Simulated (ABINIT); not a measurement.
# ZnSe (Stilleite): G0W0 with and without spin-orbit coupling

Is the spin-orbit change of the gap of ZnSe (Stilleite) the same in DFT and in GW?

Main program and level: ABINIT 10.8.3; PBE and many-body steps on it, plane waves.

**Experimental background.**

- Gap 2.695 ± 0.003 eV: excitonic gap from free-exciton PL, not corrected for exciton binding; photoluminescence; 300 K; bulk crystal (Bridgman-grown crystal, polished and etched) (“Alloy Disordering Effects on the Thermal Conductivity and Energy Gap Temperature Dependence of Cd1−xZnxSe Ternary Crystals Grown by the Bridgman Method”, 2023, pmc:10253836).

Most raw output is cut from this account.

### 1. Starting point

Symmetry: F-43m, No. 216, cubic system. Conventional cell: a = 5.668 Å, b = 5.668 Å, c = 5.668 Å, α = 90.00°, β = 90.00°, γ = 90.00°. Nearest to Zn lie 4 Se at 2.45 Å. Nearest to Se lie 4 Zn at 2.45 Å. Farther neighbours and most contacts between anions are not listed.

The cell and positions come from the Crystallography Open Database and are kept as given unless a step says otherwise.

### 2. Empty states on the mesh, 4×4×4 mesh, 57 bands

This step: ABINIT 10.8.3; DFT, PBE, plane waves, norm-conserving pseudopotentials.

The sums over transitions need many empty states on a uniform mesh; this step solves for them.

File run.abi:

```
acell 3*1.0 Angstrom
rprim 
  -0.000000000000 2.833800000000 2.833800000000
  2.833800000000 0.000000000000 2.833800000000
  2.833800000000 2.833800000000 -0.000000000000
ntypat 2
znucl 30 34
natom 2
typat 1 2
xred 
  0.000000000000 0.000000000000 0.000000000000
  0.250000000000 0.250000000000 0.250000000000
pp_dirpath "pseudos"
pseudos "Zn.upf, Se.upf"
ecut 48
ngkpt 4 4 4
nshiftk 1
shiftk 0 0 0
kptopt 1
chksymbreak 0
iscf -2
irdden 1
istwfk *1
nband 57
nbdbuf 4
tolwfr 1e-09
nstep 60
prtvol 0
indata_prefix "in"
outdata_prefix "out"
tmpdata_prefix "tmp"
```

The run is started by

```console
OMP_NUM_THREADS=1 mpirun -n 4 abinit run.abi > log
```

The job ended after 31 s (4 MPI ranks of Intel Xeon Platinum 8259CL at 2.50GHz (Skylake/Cascade Lake), shared host; peak memory 0.34 GiB; 2.1 min of CPU time).

Numbers from this step:

| Item | Value |
| --- | --- |
| gap | 1.288 eV |
| k of the valence top | 0, 0, 0 |
| k of the conduction bottom | 0, 0, 0 |
| least direct gap | 1.288 eV |
| k points computed | 8 |
| lowest point of the top converged band, above the valence top | 37.86 eV |

On this mesh the gap is 1.288 eV.

The density comes from a self-consistent run that is not shown.

### 3. Screening, 4×4×4 mesh, 53 bands, screening to 98 eV

The RPA dielectric matrix is built and inverted for each q.

This step: RPA screening on PBE, plane waves, norm-conserving pseudopotentials.

run.abi, as its differences from that of step 2:

```diff
@@ -20,10 +20,11 @@
 chksymbreak 0
-iscf -2
-irdden 1
 istwfk *1
-nband 57
-nbdbuf 4
-tolwfr 1e-09
-nstep 60
-prtvol 0
+occopt 1
+irdwfk 1
+optdriver 3
+nband 53
+ecuteps 3.6
+inclvkb 0
+awtr 1
+symchi 1
 indata_prefix "in"
```

Run time: 31 s. Hardware: 4 MPI ranks; peak memory 0.79 GiB; 2 min of CPU time.

This step gave:

```
ε∞ with local fields, on this mesh, along the program's q direction : 16.83
the same without local fields                                       : 18.05
plasma frequency                                                    : 36.51 eV
plane waves in the screening matrix                                 : 113
```

Local fields lower ε∞ by 7 %. On a Γ-centred mesh this coarse the value itself is usually too large, while a short band sum pulls it down.

### 4. Scalar-relativistic

The self-energy is evaluated for the states that the input lists, and the levels follow from it, in one-shot runs by the linearised quasiparticle equation.

This step: G0W0 on PBE, plane waves, norm-conserving pseudopotentials.

run.abi, as its differences from that of step 3:

```diff
@@ -23,8 +23,15 @@
 irdwfk 1
-optdriver 3
+optdriver 4
 nband 53
+gwcalctyp 0
+ecutsigx 48
+symsigma 1
+nkptgw 1
+kptgw 
+  0.0000000000 0.0000000000 0.0000000000
+bdgw 
+  20 26
 ecuteps 3.6
-inclvkb 0
-awtr 1
-symchi 1
+irdscr 1
+ppmodel 1
 indata_prefix "in"
```

The job ended after 8.8 s (4 MPI ranks; peak memory 0.93 GiB; 34 s of CPU time).

Numbers from this step:

```yaml
g0w0_gap_on_the_points_computed: 1.995 eV
starting_gap_on_the_mesh: 1.288 eV
k_of_the_valence_top: 0, 0, 0
k_of_the_conduction_bottom: 0, 0, 0
z_at_the_valence_top: 0.803
z_at_the_conduction_bottom: 0.821
least_direct_g0w0_gap_on_the_computed_points: 1.995 eV
```

The gap on the mesh goes from 1.29 eV to 2.00 eV, a correction of +0.71 eV.

### 5. Empty states on the mesh, 4×4×4 mesh, 116 bands

This step: DFT, PBE with spin-orbit coupling, plane waves, norm-conserving pseudopotentials.

run.abi, as its differences from that of step 4:

```diff
@@ -15,2 +15,3 @@
 ecut 48
+nspinor 2
 ngkpt 4 4 4
@@ -20,18 +21,10 @@
 chksymbreak 0
+iscf -2
+irdden 1
 istwfk *1
-occopt 1
-irdwfk 1
-optdriver 4
-nband 53
-gwcalctyp 0
-ecutsigx 48
-symsigma 1
-nkptgw 1
-kptgw 
-  0.0000000000 0.0000000000 0.0000000000
-bdgw 
-  20 26
-ecuteps 3.6
-irdscr 1
-ppmodel 1
+nband 116
+nbdbuf 10
+tolwfr 1e-09
+nstep 60
+prtvol 0
 indata_prefix "in"
```

It took 3 min on 4 MPI ranks; peak memory 0.5 GiB.

This step gave:

- gap: 1.164 eV
- k of the valence top: 0, 0, 0
- k of the conduction bottom: 0, 0, 0
- least direct gap: 1.164 eV
- k points computed: 8
- lowest point of the top converged band, above the valence top: 37.73 eV

On this mesh the gap is 1.164 eV.

The density comes from a self-consistent run that is not shown, made with spin-orbit coupling and fully relativistic files.

### 6. Screening, 4×4×4 mesh, 106 bands, screening to 98 eV

This step: RPA screening on PBE with spin-orbit coupling, plane waves, norm-conserving pseudopotentials.

run.abi, as its differences from that of step 5:

```diff
@@ -21,10 +21,11 @@
 chksymbreak 0
-iscf -2
-irdden 1
 istwfk *1
-nband 116
-nbdbuf 10
-tolwfr 1e-09
-nstep 60
-prtvol 0
+occopt 1
+irdwfk 1
+optdriver 3
+nband 106
+ecuteps 3.6
+inclvkb 0
+awtr 1
+symchi 1
 indata_prefix "in"
```

The job ended after 5.6 min (4 MPI ranks; peak memory 2.2 GiB; 22 min of CPU time).

This step gave:

```yaml
eps_infinity_with_local_fields_on_this_mesh_along_the_program_s_q_direction: 17.57
the_same_without_local_fields: 18.80
plasma_frequency: 36.51 eV
plane_waves_in_the_screening_matrix: 113
```

### 7. With spin-orbit coupling

This step: G0W0 on PBE with spin-orbit coupling, plane waves, norm-conserving pseudopotentials.

run.abi, as its differences from that of step 6:

```diff
@@ -24,8 +24,15 @@
 irdwfk 1
-optdriver 3
+optdriver 4
 nband 106
+gwcalctyp 0
+ecutsigx 48
+symsigma 0
+nkptgw 1
+kptgw 
+  0.0000000000 0.0000000000 0.0000000000
+bdgw 
+  41 48
 ecuteps 3.6
-inclvkb 0
-awtr 1
-symchi 1
+irdscr 1
+ppmodel 1
 indata_prefix "in"
```

Run time: 2.7 min. Hardware: 4 MPI ranks; peak memory 2.1 GiB.

Numbers from this step:

| Quantity | Value |
| --- | --- |
| G0W0 gap on the points computed | 1.871 eV |
| starting gap on the mesh | 1.164 eV |
| k of the valence top | 0, 0, 0 |
| k of the conduction bottom | 0, 0, 0 |
| Z at the valence top | 0.804 |
| Z at the conduction bottom | 0.821 |
| least direct G0W0 gap on the computed points | 1.871 eV |

Against G0W0 in ABINIT (4×4×4 mesh, 53 bands, screening to 98 eV, Godby-Needs plasmon pole), the gap moves by −0.124 eV.

### 8. The runs together

Times are wall times on 4 MPI ranks of Intel Xeon Platinum 8259CL at 2.50GHz (Skylake/Cascade Lake), shared host, good to a factor of about two. A run's time includes the screening step that it read.

```
                     run   mesh  bands  screening cutoff (eV)  DFT gap (eV)  gap on the mesh (eV)  direct (eV)  ε∞ used     time
     scalar-relativistic  4×4×4     53                     98         1.288                 1.995        1.995    16.83     39 s
with spin-orbit coupling  4×4×4    106                     98         1.164                 1.871        1.871    17.57  8.3 min
```

### 9. Outcome

```
scalar-relativistic      : 1.995 eV
with spin-orbit coupling : 1.871 eV
known limits             : not at the basis limit; screening head approximate; no spin-orbit coupling in some runs; coarse k mesh
```

With spin-orbit coupling: −0.124 eV against scalar-relativistic, −0.124 eV of it in the start. Against experiment, by with spin-orbit coupling: the direct gap of 1.87 eV lies −0.82 eV from the measured 2.695 ± 0.003 eV (exciton, 300 K, 2023). An exciton line or allowed optical edge lies below the quasiparticle gap by the binding energy; a forbidden edge can push the onset above it. These are gaps on the mesh, at modest bands and cutoff. The calculation has static nuclei and no excitons; a measured gap holds zero-point and thermal motion, which mostly lowers it. Against the values above the computed gap that would widen the miss. A likelier cause is too strong a screening: the start's gap is only 1.16 eV, the mesh is coarse, and one shot does not repair that. Bands and cutoff are finite, so the gap is not at the basis limit. The miss can reach some tenths of an eV and take either sign; the mesh is an error of its own. In the first G0W0 run levels were corrected at 1 k point alone, so a gap called «on the mesh» is the least over those, and an edge elsewhere would be missed. The 4×4×4 mesh is coarse for this cell, which bears on the long-range parts of exchange and screening. The long-wavelength limit of the screening leaves out the non-local commutator, which shifts ε∞.

[Paths, hosts, dates, memory and timing lines, banners, echoed tables and standing remarks are left out of the program output.]

[Logs are printed without paths, hosts, clocks, repeated set-up lines and the standing remarks that a program may print on its own settings, such as how far it seeks lower states.]

[Runs of the session that timed out or met a known fault of the program may be left out.]

[No measured gap is set beside runs whose start may be inverted or whose files or cutoffs have a known fault.]

[Hosts, paths, dates, database ids (printed as entryN), source tags and the programs' standing remarks are cut or masked in the printed files.]

[G0W0 gaps are taken among the corrected bands and points alone; a level outside them can change the order at an edge.]

[Where Ansatz stands beside ABINIT at settings called matched, ABINIT's density can come from a denser mesh and the files from another edition; pairs whose starting gaps differed by over 0.03 eV were left out, so agreement reads better than it is.]
